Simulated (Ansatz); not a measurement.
# Relaxing (8,8) carbon nanotube bundle (192 atoms), part 2 of 2

Wanted: the relaxed structure of (8,8) carbon nanotube bundle (192 atoms) and its electronic structure.

Ansatz 0.2.0; Kohn-Sham DFT, PBE+D3(BJ), PAW (set soft_2), plane waves.

The cell: 192 C. Only the Γ point is sampled, in a cell whose shortest periodic width is 12 Å.

So far. Step 3 (Relaxation): The relaxation changed the energy by -190 meV/atom, and atoms moved by 0.095 Å r.m.s., 0.2 Å at most.

### 5. Single point at the relaxed geometry

The electronic structure is read at the final geometry, in a run of its own.

input.yaml

```yaml
crystal:
  lattice:
    - [14.15015, 0.0, 0.0]
    - [-7.07508, 12.25439, 0.0]
    - [0.0, 0.0, 14.76]
  atoms:
    - { symbol: C, position: [0.4117, 0.05881, 0.08374] }
    - { symbol: C, position: [0.43094, 0.11636, 0.0004] }
    - { symbol: C, position: [0.44631, 0.22353, 0.00037] }
    - { symbol: C, position: [0.44211, 0.27211, 0.08369] }
    - { symbol: C, position: [0.41116, 0.35337, 0.08371] }
    - { symbol: C, position: [0.3853, 0.38595, 0.00038] }
    - { symbol: C, position: [0.31582, 0.43157, 0.00035] }
    - { symbol: C, position: [0.27209, 0.44358, 0.08367] }
    - { symbol: C, position: [0.17163, 0.44362, 0.0837] }
    - { symbol: C, position: [0.11586, 0.43153, 0.16703] }
    - { symbol: C, position: [0.00077, 0.38587, 0.00034] }
    - { symbol: C, position: [0.9423, 0.35318, 0.08368] }
    - { symbol: C, position: [0.83018, 0.2716, 0.08372] }
    - { symbol: C, position: [0.77757, 0.22291, 0.16705] }
    - { symbol: C, position: [0.68584, 0.11577, 0.00035] }
    - { symbol: C, position: [0.64742, 0.05818, 0.0837] }
    - { symbol: C, position: [0.58949, 0.94238, 0.08367] }
    - { symbol: C, position: [0.57033, 0.88481, 0.00035] }
    - { symbol: C, position: [0.55494, 0.77765, 0.00035] }
    - { symbol: C, position: [0.55893, 0.72899, 0.08368] }
    - { symbol: C, position: [0.58975, 0.64763, 0.08368] }
    - { symbol: C, position: [0.61566, 0.61507, 0.00037] }
    - { symbol: C, position: [0.68517, 0.56952, 0.16708] }
    - { symbol: C, position: [0.72888, 0.55748, 0.08374] }
    - { symbol: C, position: [0.8294, 0.55757, 0.08372] }
    - { symbol: C, position: [0.88514, 0.56964, 0.00039] }
    - { symbol: C, position: [0.00031, 0.61552, 0.16707] }
    - { symbol: C, position: [0.05874, 0.64819, 0.08373] }
    - { symbol: C, position: [0.17089, 0.72969, 0.08373] }
    - { symbol: C, position: [0.22352, 0.77836, 0.00041] }
    - { symbol: C, position: [0.31535, 0.88549, 0.16707] }
    - { symbol: C, position: [0.35379, 0.94302, 0.08374] }
    [... 154 atom lines left out ...]
    - { symbol: C, position: [0.00026, 0.6155, 0.00041] }
    - { symbol: C, position: [0.05872, 0.64822, 0.91708] }
    - { symbol: C, position: [0.17081, 0.7297, 0.91707] }
    - { symbol: C, position: [0.22355, 0.7783, 0.83375] }
    - { symbol: C, position: [0.31537, 0.88548, 0.0004] }
    - { symbol: C, position: [0.3538, 0.94303, 0.91706] }
kpoints:
  mp_grid: { grid: [1, 1, 1] }
hamiltonian:
  xc: pbe
  dispersion: d3bj
scf:
  occupations: { method: fermi_dirac, width: 0.025 }
output:
  forces: true
  stress: true
  populations: true
  dos:
    method: { smearing: { sigma: 0.1 } }
    de: 0.1
    projected: { site_lists: { C: [C] } }
  eigenvalues: true
  write_density: true
  write_potential: true
  volumetric_format: npy
```

On the command line:

```
$ ansatz run input.yaml --threads 4 --pin off --max-ram 8192MiB --backend cpu --events-out ev --progress --plain --runs-dir out
```

Numbers of over 12 decimals in the logs are rounded to 6 here.

The program printed:

```text
[...]
Crystal: 192 atoms, lattice volume = 2559.406 Å³
Basis set: ecut = 420 eV, 49963 PW (Γ), exchange–correlation on 192×192×200 points (8 copies of the dense FFT grid, shifted against one another)
Bands: 576, of which v1, the nominal top of the filled ones, is band 384 counted from 1 (383 counted from 0)
Symmetry: 1 space group operations
[...]
k-points: 1
[...]
SCF iter   1: F=—  HF=-48188.614575 eV  |F-HF|=—  |Δ(HF+E_count)|=         —  Δρ=3.83e-3  dr2=8.29e-1  ethr=1.77e-3  ⟨swp⟩=7.0  Hψ=2660  notcnv=0  defer=136
[...]
SCF iter  10: F=-48188.539618 eV  HF=-48188.539618 eV  |F-HF|=1.49e-8  |Δ(HF+E_count)|=   3.56e-8  Δρ=1.15e-6  dr2=2.70e-8  ethr=1.30e-11  ⟨swp⟩=32.0  Hψ=7700  notcnv=0
SCF 1 converged in 10 iterations: F = -48188.539618 eV  dr2 = 2.70e-8
[...]
WARN: The output density's exchange-correlation potential varies sharply where the density is thin. Do not read a vacuum level from v_tot or v_xc, or from such a field of the output density. On a cell that repeats whose density bears no net charge and no dipole along the vacuum's axis use v_es (v_loc + v_h of the components); [...]
SCF converged after 10 iterations
Free energy (F): -48188.539618 eV
[...]
Internal energy: -48188.537367 eV  (E = F + TS)
E sigma→0 (E₀):  -48188.538492 eV
Entropy (-TS):   -0.002252 eV (-0.012 meV/atom)
Fermi energy:    3.225251 eV
[...]
--- Forces (eV/Å), atoms counted from 1 ---
  atom   1  C      0.00372206    -0.01344392     0.00204873
  atom   2  C     -0.00137878     0.01724857    -0.00277227
  atom   3  C     -0.00525033    -0.01044670     0.00783711
  atom   4  C     -0.00420262     0.00621908     0.00650703
  atom   5  C      0.00475166     0.00077930     0.00824219
  atom   6  C      0.00478522    -0.00681794    -0.00121898
  atom   7  C     -0.00345692    -0.00186843    -0.00054246
  atom   8  C     -0.01741137     0.00762846     0.01138598
  atom   9  C      0.01683543    -0.00079069     0.00221807
  atom  10  C     -0.00177507     0.00084285    -0.00138217
  atom  11  C     -0.00591359    -0.00359333     0.00901956
  atom  12  C     -0.00439112    -0.00769707    -0.00606303
  atom  13  C      0.00743277     0.01450743    -0.00940994
  atom  14  C     -0.00398126     0.00089467    -0.00278624
[...]
atom 191  C     -0.00203826    -0.01427303    -0.00029837
  atom 192  C      0.00111751     0.00393806     0.00169110
  max |Σ_I F_I| component: 1.70e-6 eV/Å
--- Stress (GPa, compression-positive) ---
       -0.344098      -0.006958      -0.006608
       -0.006958      -0.117053       0.002035
       -0.006608       0.002035       2.537928
  P = ⅓ Tr σ = 0.6923 GPa (6.923 kbar)
--- Band table (eV) ---
[...]
--- Löwdin populations: 192 sites ---
  site symbol       q [e]
     0      C      3.9618
     1      C      3.9602
     2      C      3.9592
[...]
191      C      3.9618
  spilling = 0.009927 (of n_electrons = 768.000000)
```

Wall time 74 s (4 threads of Arm Neoverse V2, shared host); peak memory 3.7 GiB.

The program notes that the exchange-correlation potential is rough where the density is thin.

Numbers from this run:

```
free energy                : -48188.5396 eV
free energy per atom       : -250.9820 eV/atom
SCF cycles                 : 10
pressure                   : 0.6923 GPa
r.m.s. force component     : 0.00805 eV/Å
longest force              : 0.03127 eV/Å
Fermi energy               : 3.225 eV
spilling of the projection : 0.009927
```

The mean of these charges, 0.040 e, is only the charge that the projection spills.

Löwdin charges by element (they lack the spilled electrons, 0.040 e an atom on average):

```
element  coordination  atoms  mean charge (e)  spread   least    most
      C           all    192           0.0397  0.0016  0.0369  0.0421
```

States in the cell by windows of 1 eV, zero at the Fermi level; the larger projections on atomic orbitals stand beside the total:

| from (eV) | to (eV) | total | C p | C s |
| --- | --- | --- | --- | --- |
| -14 | -13 | 17.9 | 10.2 | 7.6 |
| -13 | -12 | 35.9 | 23.0 | 12.5 |
| -12 | -11 | 35.2 | 23.7 | 11.1 |
| -11 | -10 | 34.1 | 26.0 | 7.8 |
| -10 | -9 | 30.2 | 23.2 | 6.7 |
| -9 | -8 | 41.7 | 36.5 | 4.8 |
| -8 | -7 | 65.4 | 59.0 | 5.5 |
| -7 | -6 | 79.6 | 76.0 | 2.8 |
| -6 | -5 | 76.9 | 73.7 | 2.6 |
| -5 | -4 | 59.6 | 58.3 | 1.1 |
| -4 | -3 | 35.5 | 35.3 | 0.1 |
| -3 | -2 | 59.0 | 58.7 | 0.2 |
| -2 | -1 | 9.0 | 9.0 | 0.0 |
| -1 | 0 | 11.8 | 11.7 | 0.0 |
| 0 | 1 | 7.4 | 7.4 | 0.0 |
| 1 | 2 | 38.3 | 36.6 | 0.3 |
| 2 | 3 | 32.0 | 30.1 | 0.2 |
| 3 | 4 | 26.2 | 19.9 | 0.3 |
| 4 | 5 | 43.6 | 19.7 | 1.0 |

Between -20 and -14 eV lie 176 more states.

The levels nearest the highest filled one (over half full), pooled over k-points and spins:

```csv
level less the highest filled one (eV),occupation
-0.698,2
-0.697,2
-0.689,2
-0.689,2
-3.0e-4,2.00
0,2.00
0.325,0.003
0.325,0.003
1.10,0
1.10,0
1.41,0
1.41,0
```

Electrostatic potential energy in the ca plane at fractional y = 0.432, with atoms of C within 0.2 Å of it. With pseudopotentials it is smooth inside the atoms' cores, unlike the true potential.

Ten even steps from '0' (-60 eV) to '9' (7 eV), each cell a mean:
```
899999989999999999999899999999999999999999
999999999999999999999999999999999999999999
999999999999999999999999999999999999999999
999999999999999999999999999999999999999999
999999999999999999999999999999999999999999
999999999999999999999999999999999999999999
999999999999999999999999999999999999999999
999999999999999999999999999999999999999999
999999999999999999999999999999999999999999
999999999999999999999999999999999999999999
999999999999999999999999999999999999999999
999999999999999999999999999999999999999999
999999999999999999999999999999999999999999
789998778999877899987789998778999877899987
679998767999876799987679998767999876799987
358997435899743589974358997435899743589974
036555103655610365551036555103655610365551
774006777300677740157774006777300677740157
987558998755899874589987558998755899874589
884016888401688840168884016888401688840168
145235214523521452353145235214523521452353
148886214888721488872148887214888721488872
689998768999876899987689998768999876899987
679998667999866799986679998667999866799986
```
Columns run along c (14.8 Å; values clipped at the 3rd and 97th percentile), rows up along a (14.2 Å). Atoms in or near the plane, at fractional coordinates: C at (0.00, 0.32), C at (0.08, 0.27), C at (0.08, 0.17), C at (0.17, 0.12), C at (0.17, 0.32), C at (0.25, 0.27), C at (0.25, 0.17), C at (0.33, 0.12), C at (0.33, 0.32), C at (0.42, 0.27), C at (0.42, 0.17), C at (0.50, 0.12), C at (0.50, 0.32), C at (0.58, 0.27) and more.

Valence density in the ca plane at fractional y = 0.432, with atoms of C within 0.2 Å of it. It is the smooth field of the valence electrons, not physical close to the nuclei.

Ten even steps from '0' (0.0 e/Å³) to '9' (1.9 e/Å³), each cell a mean:
```
111111111111111111111111111111111111111111
000000000000000000000000000000000000000000
000000000000000000000000000000000000000000
000000000000000000000000000000000000000000
000000000000000000000000000000000000000000
000000000000000000000000000000000000000000
000000000000000000000000000000000000000000
000000000000000000000000000000000000000000
000000000000000000000000000000000000000000
000000000000000000000000000000000000000000
000000000000000000000000000000000000000000
000000000000000000000000000000000000000000
111111111111111111111111111111111111111111
332112333211233321123332112333211233321123
641012564101256410125641012564101256410125
962114796211379621147962114796211379621147
997668999766899976689997668999766899976689
458997545899754589975458997545899754589975
125973112598311259731125983112598311259731
247985324798532479853247985324798532479853
899889989988998998899899889989988998998899
973225897322589732258973225897322589732258
741012574100257410125741002574100257410125
432112443211244321124432112443211244321124
```
Columns run along c (14.8 Å), rows up along a (14.2 Å). Atoms in or near the plane, at fractional coordinates: C at (0.00, 0.32), C at (0.08, 0.27), C at (0.08, 0.17), C at (0.17, 0.12), C at (0.17, 0.32), C at (0.25, 0.27), C at (0.25, 0.17), C at (0.33, 0.12), C at (0.33, 0.32), C at (0.42, 0.27), C at (0.42, 0.17), C at (0.50, 0.12), C at (0.50, 0.32), C at (0.58, 0.27) and more.

Löwdin charges run from +0.04 to +0.04 e, about a mean that is the spilled charge alone. Within 0.4 eV of the Fermi level the largest share is C p (100 % of the projected weight).

Local excerpt of 10 atoms (numbers count through the whole input) about C69, picked at random; x, y, z are measured from there.

| atom | x | y | z | distance (Å) | bonds | Löwdin charge (e) |
| --- | --- | --- | --- | --- | --- | --- |
| C69 | 0.00 | 0.00 | 0.00 | 0.00 | 3 | 0.04 |
| C68 | 1.01 | -1.00 | 0.00 | 1.42 | 3 | 0.04 |
| C70 | -0.60 | 0.40 | -1.23 | 1.42 | 3 | 0.04 |
| C102 | -0.60 | 0.40 | 1.23 | 1.42 | 3 | 0.04 |
| C99 | 1.41 | -1.59 | 1.23 | 2.46 | 3 | 0.04 |
| C103 | -1.90 | 0.96 | 1.23 | 2.46 | 3 | 0.04 |
| C67 | 1.41 | -1.59 | -1.23 | 2.46 | 3 | 0.04 |
| C71 | -1.90 | 0.96 | -1.23 | 2.46 | 3 | 0.04 |
| C101 | 0.00 | 0.00 | 2.46 | 2.46 | 3 | 0.04 |
| C37 | 0.00 | 0.00 | -2.46 | 2.46 | 3 | 0.04 |

The column of bonds counts only the pairs C-C within 1.82 Å; other neighbours, such as metal atoms beside each other in a compound, aren't counted, and periodic images can show an atom twice.

### 6. Results

```json
{
  "energy change in the relaxation": "-190 meV/atom",
  "r.m.s. displacement": "0.095 Å",
  "largest displacement": "0.2 Å",
  "free energy per atom": "-250.9820 eV/atom",
  "density": "1.496 g/cm³",
  "pressure": "0.6923 GPa",
  "r.m.s. force component": "0.00805 eV/Å",
  "wall time of the 3 DFT runs": "4.6 min"
}
```

In words: Relaxation lowers the energy by 190 meV/atom and moves atoms by 0.095 Å r.m.s.; the r.m.s. force component goes from 3.4 to 0.0080 eV/Å, the pressure goes from 6.3 to 0.69 GPa. By the final cutoffs no bond was broken or made. The r.m.s. move is of the size of the random displacements put into the start (0.087 Å r.m.s. in three dimensions). From the first step to the last the energy fell by 36.475 eV, and the largest move was 0.20 Å (C120). The C-C bonds go from 1.421 Å (spread 0.073) to 1.423 Å (spread 0.002). With the cutoffs above, all C atoms have 3 bonded neighbours. No gap is quoted: a carbon tube of such indices can be metallic, and the k-points needn't hold the crossing of its bands.

[Logs are printed without paths, hosts, clocks, repeated set-up lines and the standing remarks that a program may print on its own settings, such as how far it seeks lower states.]

[Hosts, paths, dates, database ids (printed as entryN), source tags and the programs' standing remarks are cut or masked in the printed files.]
